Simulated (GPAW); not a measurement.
# Core-hole calculation of the C K edge in rock-salt (TiC)₁₋ₓ(ZrC)ₓ at x = 0.75, part 3 of 3

What does the C K edge look like in rock-salt (TiC)₁₋ₓ(ZrC)ₓ at x = 0.75?

GPAW 26.7.0; X-ray absorption from dipole matrix elements to empty bands, plane-wave PAW PBE.

So far. Step 5 (Spectrum with XCH, C atom 4): Main maxima below 24 eV (height): 1.6 eV (1.21), 3.6 eV (2.14), 9.3 eV (1.71) and 13.2 eV (1.24). A K edge sees empty p states; the first features are C p mixed into the empty d states of the Ti and Zr neighbours, and the broad ones above probably into the cations' higher empty bands. Step 5 (Spectrum with XCH, C atom 4): The total-energy difference is 287.98 eV.

## Step 7: Spectrum with XCH, Ti atom 7

The holes are 6.5 Å apart. The excited electron is kept in the cell, where it fills the lowest empty states and screens the hole. After the field has converged, empty bands are computed with the density fixed and the dipole matrix elements are summed.

The absorber has 4 C at 2.30 Å and 2 C at 2.31 Å (octahedral).

File xas.py:

```python
import numpy as np
from ase import Atoms
from ase.parallel import parprint, paropen
from gpaw import GPAW, PW, FermiDirac, Mixer, MixerDif, setup_paths
from gpaw.test import gen
setup_paths.insert(0, '.')
gen('Ti', name='fch1s', xcname='PBE', corehole=(1, 0, 1), write_xml=True)
from gpaw.mpi import world
world.barrier()

atoms = Atoms('ZrCZrCZrCTiCTiCZrCZrCZrC',
    cell=[[0, 4.607, 4.607],
     [4.607, 0, 4.607],
     [4.607, 4.607, 0]],
    scaled_positions=[[0.0000829, 0.9998042, 0.0001515],
     [0.7499093, 0.2497024, 0.2503157],
     [0.9998601, 0.999812, 0.5005238],
     [0.750519, 0.2504101, 0.7497209],
     [0.0001242, 0.4996492, 0.0003525],
     [0.7488762, 0.7507605, 0.2494864],
     [0.9999609, 0.4993282, 0.5007441],
     [0.7497456, 0.7499671, 0.7500645],
     [0.5001405, 0.998495, 0.0006197],
     [0.2492415, 0.2506214, 0.250864],
     [0.5000701, 0.9998588, 0.5000577],
     [0.2497977, 0.2498258, 0.7501545],
     [0.4997893, 0.4995862, 0.0004774],
     [0.2505185, 0.7501302, 0.2495799],
     [0.4999552, 0.499809, 0.5004057],
     [0.2498963, 0.7496685, 0.7504354]],
    pbc=True)
atoms.calc = calc = GPAW(legacy_gpaw=True, mode=PW(500, force_complex_dtype=True), xc='PBE', setups={6: 'fch1s'},
    kpts={'size': (4, 4, 4), 'gamma': True}, occupations=FermiDirac(0.1),
    charge=-1, mixer=Mixer(0.1, 5, 50), maxiter=150,
    convergence={'density': 0.0001, 'eigenstates': 1e-6}, txt='scf.txt')
energy = atoms.get_potential_energy() + calc.get_reference_energy()
ef = calc.get_fermi_level()
out = dict(energy=energy, fermi=ef, forces=atoms.get_forces().tolist())
parprint(f'all-electron energy {energy:.4f} eV, Fermi level {ef:.4f} eV')
ev = np.array([[calc.get_eigenvalues(k, s) for k in range(len(calc.get_ibz_k_points()))] for s in range(calc.get_number_of_spins())])
out['homo'], out['lumo'], out['counts'] = ev[ev < ef].max(), ev[ev > ef].min(), sorted(set((ev < ef).sum((0, 2)).tolist()))
out['filled'] = (ev[:, 0] < ef).sum(1).tolist()

from ase.units import Ha
from gpaw.xas import dipole_matrix_elements
nb = int(calc.get_number_of_electrons() / 2) + 142
top, nb = nb, nb + 8 + nb // 12
nscf = calc.fixed_density(kpts={'size': (6, 6, 6), 'gamma': True}, nbands=nb,
    convergence={'bands': top, 'eigenstates': 5e-3}, maxiter=60, txt='nscf.txt')
cell = atoms.cell.array
ops = [cell.T @ U.T @ np.linalg.inv(cell.T) for U in nscf.wfs.kd.symmetry.op_scc]
E = np.arange(-6, 30, 0.1)
fwhm = np.interp(E, [4, 25], [0.94, 3.5])
Y, X, zero, highest = 0, 0, 1e9, 1e9
for spin in range(nscf.get_number_of_spins()):
    wfs = nscf.wfs
    mine = wfs.bd.get_slice()  # this rank's bands
    A = dipole_matrix_elements(wfs.setups[6])
    eps = np.zeros((wfs.kd.nibzkpts, nb))
    d = np.zeros((3, A.shape[1], wfs.kd.nibzkpts, nb), complex)
    for kpt in wfs.kpt_u:
        if kpt.s == spin and 6 in kpt.P_ani:
            eps[kpt.k, mine] = kpt.eps_n * Ha
            d[:, :, kpt.k, mine] = (kpt.weight * wfs.nspins / 2) ** 0.5 * np.inner(A, kpt.P_ani[6])
    world.sum(eps)
    world.sum(d)
    T = np.einsum('amkn,bmkn->abkn', d, d.conj()).real
    T = sum(np.einsum('ai,ijkn,bj->abkn', R, T, R) for R in ops) / len(ops)
    empty = eps > ef
    zero, highest = min(zero, eps[empty].min()), min(highest, eps[:, top - 1].min())
    lines = [(eps, T, empty)] if spin == 0 else lines + [(eps, T, empty)]
for eps, T, empty in lines:
    f = np.einsum('aakn->akn', T).reshape(3, -1)
    x = eps.ravel() - zero
    w = np.interp(x, E, fwhm) / 2.35482
    g = np.exp(-0.5 * ((E[:, None] - x) / w) ** 2) / (w * (2 * np.pi) ** 0.5)
    Y = Y + (f * empty.ravel()) @ g.T
    X = X + (f * ~empty.ravel()) @ g.T
out.update(E=E.round(2).tolist(), xas=Y.tolist(), xes=X.tolist(), zero=zero, valid=highest - zero, nk=len(eps), nb=nb)
for i in range(0, len(E), 10):
    parprint(f'{E[i]:7.2f}', *(f'{v:10.3e}' for v in Y[:, i]))
import json
with paropen('out.json', 'w') as f:
    json.dump(out, f)
```

Run with:

```
$ OMP_NUM_THREADS=1 mpirun -n 4 gpaw python xas.py
```

Numbers of over 12 decimals in the logs are rounded to 6 here.

What it wrote:

```text
Input parameters:
  charge: -1
  convergence: {density: 0.0001,
                eigenstates: 1e-06}
  kpts: {gamma: True,
         size: (4, 4, 4)}
  maxiter: 150
  mixer: {backend: pulay,
          beta: 0.1,
          method: separate,
          nmaxold: 5,
          weight: 50}
  mode: {ecut: 500.0,
         force_complex_dtype: True,
         name: pw}
  occupations: {fixmagmom: False,
[...]
*d    :     0.343888
--------------------------------

Diagonalizing with gridspacing h=0.050

state   all-electron     PAW
-------------------------------
3s:      -2.998602    -2.998884
3p:      -2.109826    -2.110472
3d:      -0.656112    -0.656704
*f:                   -0.028297
-------------------------------
all-electron energy -637190.7994 eV, Fermi level 10.5627 eV
[...]
28.00  4.838e-07  4.773e-07  4.813e-07
  29.00  4.852e-07  4.787e-07  4.827e-07
[key lines of the parts left out:]
Converged after 20 iterations.
Dipole moment: (0.049131, -0.240523, 0.275243) |e|*Ang
Free energy:   -155.975466
Fermi level: 10.56274
```

The job ended after 6.7 min (4 MPI ranks of AMD EPYC 9B45 (Zen 5), shared host; peak memory 1.3 GiB; 27 min of CPU time).

The Ti K spectrum, Ti atom 7, excited-electron core hole (neutral cell) (energy from the lowest empty level; intensity scaled to a mean of 1 over the first 20 eV):

| E (eV) | intensity |
| --- | --- |
| -2.0 | 0.00 |
| -1.0 | 0.00 |
| 0.0 | 0.08 |
| 1.0 | 0.06 |
| 2.0 | 0.08 |
| 3.0 | 0.15 |
| 4.0 | 0.41 |
| 5.0 | 0.40 |
| 6.0 | 0.14 |
| 7.0 | 0.21 |
| 8.0 | 0.58 |
| 9.0 | 1.20 |
| 10.0 | 1.39 |
| 11.0 | 1.20 |
| 12.0 | 1.35 |
| 13.0 | 1.89 |
| 14.0 | 2.27 |
| 15.0 | 2.25 |
| 16.0 | 1.93 |
| 17.0 | 1.47 |
| 18.0 | 1.16 |
| 19.0 | 1.17 |
| 20.0 | 1.22 |
| 21.0 | 1.12 |
| 22.0 | 1.04 |
| 23.0 | 1.09 |
| 24.0 | 1.14 |
| 25.0 | 1.13 |
| 26.0 | 1.11 |
| 27.0 | 1.13 |
| 28.0 | 1.13 |
| 29.0 | 1.13 |

Main maxima below 29 eV (height): 0.3 eV (0.10), 4.5 eV (0.44), 9.8 eV (1.41), 14.4 eV (2.31) and 19.8 eV (1.22). A K edge sees empty p states. The first eV above the zero hold little dipole weight, as the lowest empty bands are of d character; the main edge, of 4p character, rises through 0.6 near 8 eV above the zero.

The total-energy difference is 4983.89 eV. One term is added: -22.82 eV, since the hole is spin-paired here and a spin-polarised one costs that much less in the free atom (computed apart). The photon energy is then 4961.07 eV. The tabulated edge of the element is 4966 eV. The functional leaves an error of a few eV in such absolute values.

## Step 8: Summary of results

```yaml
absorber_and_edge: C K, atom 4 of the ground-state input (counted from 1)
surroundings: 1 Ti at 2.30 Å, 4 Zr at 2.30 Å and 1 Ti at 2.31 Å (octahedral)
highest_intensity_below_16_ev: 3.6 eV above the zero, height 2.14
photon_energy_of_the_zero_with_the_added_terms: 281.3 eV (raw 288.0 eV; uncertain by a few eV)
```

What this shows: The C K edge of atom 4, with 1 Ti at 2.30 Å, 4 Zr at 2.30 Å and 1 Ti at 2.31 Å (octahedral), has its highest intensity of the first 16 eV at 3.6 eV above the zero, near 285 eV in photon energy (uncertain by a few eV), 2.1 times the mean level of the first 20 eV (Gaussian full width 0.9 eV up to 4 eV, rising linearly to 3.5 eV at 25 eV). At the C K edge of atom 4 polarisation matters most near 3.6 eV, where the curves differ by 4.2 on this scale. Lifetime broadening is put in by hand, and intensities beyond about 20 eV depend on it and on the partial waves; weight that the partial waves miss at high energy is lost.

[Banner, clock and machine lines of the logs are left out without a mark of their own.]

[Logs are printed without paths, hosts, clocks, repeated set-up lines and the standing remarks that a program may print on its own settings, such as how far it seeks lower states.]

[Hosts, paths, dates, database ids (printed as entryN), source tags and the programs' standing remarks are cut or masked in the printed files.]

[Lists of maxima count a maximum above −3 eV only where it reaches 4 % of the highest in the window and stands out from its surroundings by 2 % of it (1.5 % where it reaches 55 %); shoulders and weaker maxima are passed over, and of the rest the first, up to two pre-edge ones and the few strongest are named.]
